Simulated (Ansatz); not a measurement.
# Preparing La2PbS4 (I-42d) as a host crystal, part 4 of 4

Aim: the runs on the perfect crystal La2PbS4 (I-42d) that a defect calculation needs first.

Ansatz 0.2.0; plane-wave PAW DFT, PBEsol; relaxation of the host's cell and atoms (the session's first sound run).

So far. Step 3 (Dielectric tensors of the host): The principal values of the electronic dielectric tensor are 9.65, 9.97 and 9.97. The principal values of the static dielectric tensor are 35.03, 38.65 and 38.65.

**7. Defect free supercell relaxed from displaced atoms**

This step: plane-wave PAW DFT, PBEsol; relaxation of the defect-free supercell from random displacements, a test of the host's stability (Ansatz 0.2.0).

Contents of pristine.rattled/input.yaml:

```yaml
crystal:
  lattice:
    - [0.0, 8.687003546, 8.6461405635]
    - [8.687003546, 0.0, 8.6461405635]
    - [8.687003546, 8.687003546, 0.0]
  atoms:
    - { symbol: La, position: [0.120060898, 0.004939102, 0.129939102] }
    - { symbol: La, position: [0.370060898, 0.254939102, 0.379939102] }
    - { symbol: La, position: [0.620060898, 0.504939102, 0.629939102] }
    - { symbol: La, position: [0.870060898, 0.754939102, 0.879939102] }
    - { symbol: La, position: [0.004939102, 0.120060898, 0.745060898] }
    - { symbol: La, position: [0.254939102, 0.370060898, 0.995060898] }
    - { symbol: La, position: [0.504939102, 0.620060898, 0.245060898] }
    - { symbol: La, position: [0.754939102, 0.870060898, 0.495060898] }
    - { symbol: La, position: [0.245060898, 0.629939102, 0.620060898] }
    - { symbol: La, position: [0.495060898, 0.879939102, 0.870060898] }
    - { symbol: La, position: [0.745060898, 0.129939102, 0.120060898] }
    - { symbol: La, position: [0.995060898, 0.379939102, 0.370060898] }
    - { symbol: La, position: [0.129939102, 0.745060898, 0.004939102] }
    - { symbol: La, position: [0.379939102, 0.995060898, 0.254939102] }
    - { symbol: La, position: [0.629939102, 0.245060898, 0.504939102] }
    - { symbol: La, position: [0.879939102, 0.495060898, 0.754939102] }
    - { symbol: Pb, position: [0.125, 0.625, 0.375] }
    - { symbol: Pb, position: [0.375, 0.875, 0.625] }
    - { symbol: Pb, position: [0.625, 0.125, 0.875] }
    - { symbol: Pb, position: [0.875, 0.375, 0.125] }
    - { symbol: Pb, position: [0.0, 0.0, 0.5] }
    - { symbol: Pb, position: [0.25, 0.25, 0.75] }
    - { symbol: Pb, position: [0.5, 0.5, 0.0] }
    - { symbol: Pb, position: [0.75, 0.75, 0.25] }
    - { symbol: S, position: [0.2208291505, 0.9733744934, 0.8555943188] }
    - { symbol: S, position: [0.4708291505, 0.2233744934, 0.1055943188] }
    - { symbol: S, position: [0.7208291505, 0.4733744934, 0.3555943188] }
    - { symbol: S, position: [0.9708291505, 0.7233744934, 0.6055943188] }
    - { symbol: S, position: [0.2305943188, 0.8252020373, 0.3458291505] }
    - { symbol: S, position: [0.4805943188, 0.0752020373, 0.5958291505] }
    - { symbol: S, position: [0.7305943188, 0.3252020373, 0.8458291505] }
    - { symbol: S, position: [0.9805943188, 0.5752020373, 0.0958291505] }
    - { symbol: S, position: [0.0752020373, 0.4805943188, 0.8483744934] }
    - { symbol: S, position: [0.3252020373, 0.7305943188, 0.0983744934] }
    - { symbol: S, position: [0.5752020373, 0.9805943188, 0.3483744934] }
    - { symbol: S, position: [0.8252020373, 0.2305943188, 0.5983744934] }
    - { symbol: S, position: [0.0983744934, 0.8458291505, 0.7305943188] }
    - { symbol: S, position: [0.3483744934, 0.0958291505, 0.9805943188] }
    - { symbol: S, position: [0.5983744934, 0.3458291505, 0.2305943188] }
    - { symbol: S, position: [0.8483744934, 0.5958291505, 0.4805943188] }
    - { symbol: S, position: [0.1055943188, 0.2002020373, 0.2233744934] }
    - { symbol: S, position: [0.3555943188, 0.4502020373, 0.4733744934] }
    - { symbol: S, position: [0.6055943188, 0.7002020373, 0.7233744934] }
    - { symbol: S, position: [0.8555943188, 0.9502020373, 0.9733744934] }
    - { symbol: S, position: [0.0958291505, 0.3483744934, 0.5752020373] }
    - { symbol: S, position: [0.3458291505, 0.5983744934, 0.8252020373] }
    - { symbol: S, position: [0.5958291505, 0.8483744934, 0.0752020373] }
    - { symbol: S, position: [0.8458291505, 0.0983744934, 0.3252020373] }
    - { symbol: S, position: [0.2002020373, 0.1055943188, 0.4708291505] }
    - { symbol: S, position: [0.4502020373, 0.3555943188, 0.7208291505] }
    - { symbol: S, position: [0.7002020373, 0.6055943188, 0.9708291505] }
    - { symbol: S, position: [0.9502020373, 0.8555943188, 0.2208291505] }
    - { symbol: S, position: [0.2233744934, 0.4708291505, 0.2002020373] }
    - { symbol: S, position: [0.4733744934, 0.7208291505, 0.4502020373] }
    - { symbol: S, position: [0.7233744934, 0.9708291505, 0.7002020373] }
    - { symbol: S, position: [0.9733744934, 0.2208291505, 0.9502020373] }
basis:
  ecutwfc: 420
  xc_grid: 2
hamiltonian:
  xc: pbesol
kpoints:
  mp_grid: { grid: [1, 1, 1], shift: [0.25, 0.25, 0.25] }
scf:
  occupations: { method: fermi_dirac, width: 0.01 }
  max_iter: 80
output:
  forces: true
relax:
  f_tol: 0.01
  max_steps: 120
  random_displacement: { amplitude: 0.08, seed: 9455 }
checkpoint:
  write: "../pristine.rattled.run"
  compress: false
  write_wavefunctions: false
  write_every: 100000
```

Launch:

```sh
> ansatz run input.yaml --threads 4 --pin off --max-ram 7536MiB --backend cpu --events-out ev --progress --plain --runs-dir out
```

Numbers of over 12 decimals in the logs are rounded to 6 here.

What it wrote:

```text
[...]
Crystal: 56 atoms, lattice volume = 1304.945 Å³
Basis set: ecut = 420 eV, 25557 PW (Γ), exchange–correlation on 180×180×180 points (8 copies of the dense FFT grid, shifted against one another)
Bands: 296, of which v1, the nominal top of the filled ones, is band 240 counted from 1 (239 counted from 0)
Symmetry: 1 space group operations
k-points: 1
[...]
SCF iter   1: F=—  HF=-221034.219515 eV  |F-HF|=—  |Δ(HF+E_count)|=         —  Δρ=5.61e-3  dr2=6.00e-1  ethr=1.77e-3  ⟨swp⟩=10.0  Hψ=1477  notcnv=0  defer=18
[...]
SCF iter   7: F=-221034.086693 eV  HF=-221034.086693 eV  |F-HF|=1.84e-7  |Δ(HF+E_count)|=   3.67e-7  Δρ=3.09e-6  dr2=3.33e-7  ethr=5.21e-10  ⟨swp⟩=5.0  Hψ=907  notcnv=0
SCF 1 converged in 7 iterations: F = -221034.086693 eV  dr2 = 3.33e-7
[...]
relax step   1: F+E_penalty+E_count = -221034.08669269 eV  Δ(F+E_penalty+E_count) = +0.000e0 eV  max|allowed force component| = 7.262e-1 eV/Å  Δτ_max = 0.0000 Å  (7 SCF iters, dr2 threshold 2.50e-6 eV, accepted)
[...]
relax step   2: F+E_penalty+E_count = -221034.26410086 eV  Δ(F+E_penalty+E_count) = -1.774e-1 eV  max|allowed force component| = 8.239e-1 eV/Å  Δτ_max = 0.1910 Å  (6 SCF iters, dr2 threshold 3.30e-5 eV, accepted)
relax step   3: F+E_penalty+E_count = -221034.91499744 eV  Δ(F+E_penalty+E_count) = -6.509e-1 eV  max|allowed force component| = 6.035e-2 eV/Å  Δτ_max = 0.1206 Å  (5 SCF iters, dr2 threshold 4.24e-5 eV, accepted)
relax step   4: F+E_penalty+E_count = -221034.88210735 eV  Δ(F+E_penalty+E_count) = +3.289e-2 eV  max|allowed force component| = 1.342e-1 eV/Å  Δτ_max = 0.0625 Å  (7 SCF iters, dr2 threshold 2.28e-7 eV, rejected (line search))
relax step   5: F+E_penalty+E_count = -221034.91690589 eV  Δ(F+E_penalty+E_count) = -1.908e-3 eV  max|allowed force component| = 6.177e-2 eV/Å  Δτ_max = 0.0312 Å  (7 SCF iters, accepted)
relax step   6: F+E_penalty+E_count = -221034.92116229 eV  Δ(F+E_penalty+E_count) = -4.256e-3 eV  max|allowed force component| = 1.827e-2 eV/Å  Δτ_max = 0.0145 Å  (6 SCF iters, dr2 threshold 2.38e-7 eV, accepted)
SCF iter   1: F=—  HF=-221034.920674 eV  |F-HF|=—  |Δ(HF+E_count)|=         —  Δρ=1.44e-4  dr2=4.48e-4  ethr=1.35e-6  ⟨swp⟩=4.0  Hψ=505  notcnv=0  defer=47
[...]
SCF iter   5: F=-221034.921417 eV  HF=-221034.921417 eV  |F-HF|=1.27e-8  |Δ(HF+E_count)|=   3.30e-8  Δρ=1.28e-6  dr2=3.40e-8  ethr=2.08e-11  ⟨swp⟩=5.0  Hψ=1043  notcnv=0
SCF 7 converged in 5 iterations: F = -221034.921417 eV  dr2 = 3.40e-8
relax step   7: F+E_penalty+E_count = -221034.92141654 eV  Δ(F+E_penalty+E_count) = -2.542e-4 eV  max|allowed force component| = 4.965e-3 eV/Å  Δτ_max = 0.0046 Å  (5 SCF iters, accepted)
SCF converged after 5 iterations
Free energy (F): -221034.921417 eV
[...]
Internal energy: -221034.921417 eV  (E = F + TS)
E sigma→0 (E₀):  -221034.921417 eV
Fermi energy:    10.343486 eV
[...]
--- Forces (eV/Å), atoms counted from 1 ---
  atom   1  La     0.00014187     0.00380726     0.00193573
  atom   2  La    -0.00085950     0.00182913    -0.00021964
  atom   3  La     0.00019522     0.00112407     0.00058836
  atom   4  La     0.00024136     0.00202763     0.00104427
  atom   5  La    -0.00139955    -0.00226213    -0.00343220
  atom   6  La    -0.00038180    -0.00313465    -0.00010890
  atom   7  La    -0.00111180    -0.00292655    -0.00218459
  atom   8  La     0.00035551    -0.00379837    -0.00202806
  atom   9  La    -0.00177287    -0.00062403    -0.00116892
  atom  10  La    -0.00360726    -0.00020517    -0.00225231
  atom  11  La    -0.00414781    -0.00142138    -0.00316061
  atom  12  La    -0.00330642    -0.00068272    -0.00093571
  atom  13  La     0.00115253    -0.00077780     0.00262246
  atom  14  La     0.00318229     0.00012428    -0.00082820
  atom  15  La     0.00212301    -0.00068016     0.00301131
  atom  16  La     0.00228435     0.00001893     0.00104783
  atom  17  Pb     0.00008787     0.00012094    -0.00300095
  atom  18  Pb    -0.00082167    -0.00194335    -0.00263532
  atom  19  Pb     0.00112809    -0.00059744    -0.00239276
  atom  20  Pb    -0.00089908    -0.00130948    -0.00384783
  atom  21  Pb    -0.00016769     0.00065960    -0.00322078
  atom  22  Pb    -0.00028535     0.00027889    -0.00170841
  atom  23  Pb    -0.00091573    -0.00072249    -0.00307749
  atom  24  Pb    -0.00064931     0.00056438    -0.00229899
  atom  25  S      0.00070094    -0.00240646    -0.00164014
  atom  26  S      0.00160935    -0.00278729    -0.00115363
  atom  27  S     -0.00025940    -0.00385979    -0.00391632
  atom  28  S      0.00149401    -0.00326969    -0.00098307
  atom  29  S     -0.00103233     0.00356923     0.00211287
  atom  30  S      0.00055623     0.00208725    -0.00237811
  atom  31  S     -0.00002864     0.00308122    -0.00136961
  atom  32  S     -0.00088037     0.00163508    -0.00144880
  atom  33  S      0.00010304    -0.00454212     0.00292334
  atom  34  S      0.00010022    -0.00089719     0.00234575
  atom  35  S      0.00028373    -0.00330719     0.00447867
  atom  36  S     -0.00028296    -0.00403704     0.00266848
  atom  37  S     -0.00267972     0.00253832    -0.00079685
  atom  38  S     -0.00216580    -0.00029942    -0.00175845
  atom  39  S     -0.00245567     0.00252086     0.00034552
  atom  40  S     -0.00302739     0.00115589    -0.00361278
[...]
atom  45  S      0.00389429     0.00126472     0.00495943
  atom  46  S      0.00287766     0.00258164     0.00045498
  atom  47  S      0.00372747     0.00052143     0.00354449
  atom  48  S      0.00243344     0.00291882     0.00164213
  atom  49  S      0.00239488    -0.00023758     0.00108639
  atom  50  S      0.00461507     0.00029136     0.00005845
  atom  51  S      0.00305040    -0.00108514    -0.00085326
  atom  52  S      0.00250906    -0.00131729    -0.00071127
  atom  53  S      0.00138014     0.00305203     0.00213257
  atom  54  S     -0.00062433     0.00245477     0.00251073
  atom  55  S      0.00218788     0.00405480     0.00296854
  atom  56  S      0.00153892     0.00323288     0.00364789
  max |Σ_I F_I| component: 3.09e-4 eV/Å
--- Relaxed structure (7 steps of the walk, 6 accepted, 0 SCFs on fresh bases) ---
  F+E_penalty+E_count = -221034.92141654 eV   max|allowed force component| = 4.965e-3 eV/Å
  atoms:
    - { symbol: La, position: [0.118881, 0.006013, 0.129050] }
    - { symbol: La, position: [0.368886, 0.255969, 0.379087] }
    - { symbol: La, position: [0.618920, 0.505984, 0.629072] }
    - { symbol: La, position: [0.868917, 0.755956, 0.879074] }
    - { symbol: La, position: [0.005190, 0.119699, 0.745086] }
    - { symbol: La, position: [0.255247, 0.369687, 0.995077] }
    - { symbol: La, position: [0.505187, 0.619692, 0.245098] }
    - { symbol: La, position: [0.755252, 0.869695, 0.495067] }
    - { symbol: La, position: [0.243845, 0.631021, 0.620093] }
    - { symbol: La, position: [0.493853, 0.881084, 0.870069] }
    - { symbol: La, position: [0.743832, 0.131083, 0.120101] }
    - { symbol: La, position: [0.993848, 0.381062, 0.370105] }
    - { symbol: La, position: [0.130106, 0.744755, 0.004095] }
    - { symbol: La, position: [0.380145, 0.994746, 0.254059] }
    - { symbol: La, position: [0.630119, 0.244756, 0.504079] }
    - { symbol: La, position: [0.880131, 0.494742, 0.754082] }
    - { symbol: Pb, position: [0.125064, 0.625781, 0.373888] }
    - { symbol: Pb, position: [0.375065, 0.875724, 0.623975] }
    - { symbol: Pb, position: [0.625097, 0.125713, 0.873895] }
    - { symbol: Pb, position: [0.875106, 0.375796, 0.123934] }
    - { symbol: Pb, position: [-7.41327590890764e-5, 0.000929, 0.498886] }
    - { symbol: Pb, position: [0.249874, 0.250866, 0.748940] }
    - { symbol: Pb, position: [0.499910, 0.500935, -0.001074] }
    - { symbol: Pb, position: [0.749854, 0.750926, 0.248934] }
    - { symbol: S, position: [0.220595, 0.973295, 0.855724] }
    - { symbol: S, position: [0.470639, 0.223232, 0.105725] }
    - { symbol: S, position: [0.720618, 0.473321, 0.355742] }
    - { symbol: S, position: [0.970630, 0.723214, 0.605757] }
    - { symbol: S, position: [0.230025, 0.826097, 0.344865] }
    - { symbol: S, position: [0.480133, 0.076111, 0.594819] }
    - { symbol: S, position: [0.730083, 0.326119, 0.844832] }
    - { symbol: S, position: [0.980109, 0.576106, 0.094862] }
    - { symbol: S, position: [0.074873, 0.480159, 0.848452] }
    - { symbol: S, position: [0.324836, 0.730261, 0.098356] }
    - { symbol: S, position: [0.574842, 0.980182, 0.348435] }
    - { symbol: S, position: [0.824845, 0.230216, 0.598409] }
    - { symbol: S, position: [0.097373, 0.846472, 0.730705] }
    - { symbol: S, position: [0.347452, 0.096439, 0.980740] }
    - { symbol: S, position: [0.597344, 0.346486, 0.230727] }
    - { symbol: S, position: [0.847444, 0.596498, 0.480714] }
    - { symbol: S, position: [0.104382, 0.200737, 0.223372] }
    - { symbol: S, position: [0.354338, 0.450689, 0.473401] }
    - { symbol: S, position: [0.604359, 0.700735, 0.723400] }
    - { symbol: S, position: [0.854352, 0.950687, 0.973421] }
    - { symbol: S, position: [0.094460, 0.347899, 0.574898] }
    - { symbol: S, position: [0.344480, 0.598005, 0.824822] }
    - { symbol: S, position: [0.594496, 0.847897, 0.074897] }
    - { symbol: S, position: [0.844450, 0.098027, 0.324815] }
    - { symbol: S, position: [0.200217, 0.105911, 0.469858] }
    - { symbol: S, position: [0.450274, 0.355913, 0.719828] }
    - { symbol: S, position: [0.700263, 0.605917, 0.969858] }
    - { symbol: S, position: [0.950270, 0.855946, 0.219856] }
    - { symbol: S, position: [0.222123, 0.470333, 0.199860] }
    - { symbol: S, position: [0.472051, 0.720360, 0.449913] }
    - { symbol: S, position: [0.722125, 0.970312, 0.699842] }
    - { symbol: S, position: [0.972070, 0.220341, 0.949881] }
```

Wall time 2.3 min (4 threads of Arm Neoverse V1, shared host); peak memory 2.6 GiB; 8.9 min of CPU time.

Relaxation path:

| step | energy less that of the first step (eV) | largest force component (eV/Å) |
| --- | --- | --- |
| 1 | 0.0000 | 0.7262 |
| 2 | -0.1774 | 0.8239 |
| 3 | -0.8283 | 0.0604 |
| 4 | -0.7954 | 0.1342 |
| 5 | -0.8302 | 0.0618 |
| 6 | -0.8345 | 0.0183 |
| 7 | -0.8347 | 0.0050 |

Relaxation step 4 was tried and not accepted.

The atoms that moved most (Å, from the sites as typed, ahead of the random displacement, the mean shift of all atoms taken out):

| atom | dx | dy | dz | length |
| --- | --- | --- | --- | --- |
| S45 | -0.006 | -0.006 | -0.014 | 0.016 |
| S47 | -0.006 | -0.006 | -0.013 | 0.016 |
| S55 | -0.006 | -0.005 | -0.013 | 0.015 |
| S56 | -0.006 | -0.005 | -0.013 | 0.015 |
| S54 | -0.005 | -0.005 | -0.013 | 0.015 |
| S48 | -0.005 | -0.007 | -0.013 | 0.015 |
| S53 | -0.006 | -0.005 | -0.013 | 0.015 |
| S46 | -0.005 | -0.006 | -0.013 | 0.015 |

The relaxation ends 15 meV an atom lower than the displaced start, with a largest force component of 0.0050 eV/Å.

**8. Results**

```yaml
primitive_cell_vectors_lengths: 7.511, 7.511, 7.511 Å
electronic_dielectric_constant: principal values (9.65, 9.97, 9.97)
static_dielectric_constant: principal values (35.03, 38.65, 38.65)
gap_on_the_k_mesh_of_the_response_run_pbesol: 2.18 eV
supercell_relaxed_in_its_symmetry_less_the_displaced_and_relaxed_one: 0.001 eV
energy_an_atom_at_one_point_at_less_that_on_the_dense_mesh: -0.003 eV
```

What this shows: Step 6: First to last step the energy falls by 0.006 eV; the largest move, 0.010 Å, is that of S46 and 7 other atoms alike. Step 7: The energy fell by 0.835 eV from the randomly displaced start; against the sites as typed, S45 ends farthest off, by 0.02 Å, once the mean shift is taken out. The displaced cell ends within 0.01 eV of the symmetric one relaxed in its symmetry, so no lower structure shows in this supercell. The k-mesh can miss the band edges, so this gap is an upper bound at this level. All at zero temperature.

[Logs are printed without paths, hosts, clocks, repeated set-up lines and the standing remarks that a program may print on its own settings, such as how far it seeks lower states.]

[Hosts, paths, dates, database ids (printed as entryN), source tags and the programs' standing remarks are cut or masked in the printed files.]

[Runs of the host that timed out are not shown.]

[For some hosts the program warned that the k-mesh of the response run may be too coarse for force constants and the static dielectric constant; such warnings are not always shown.]
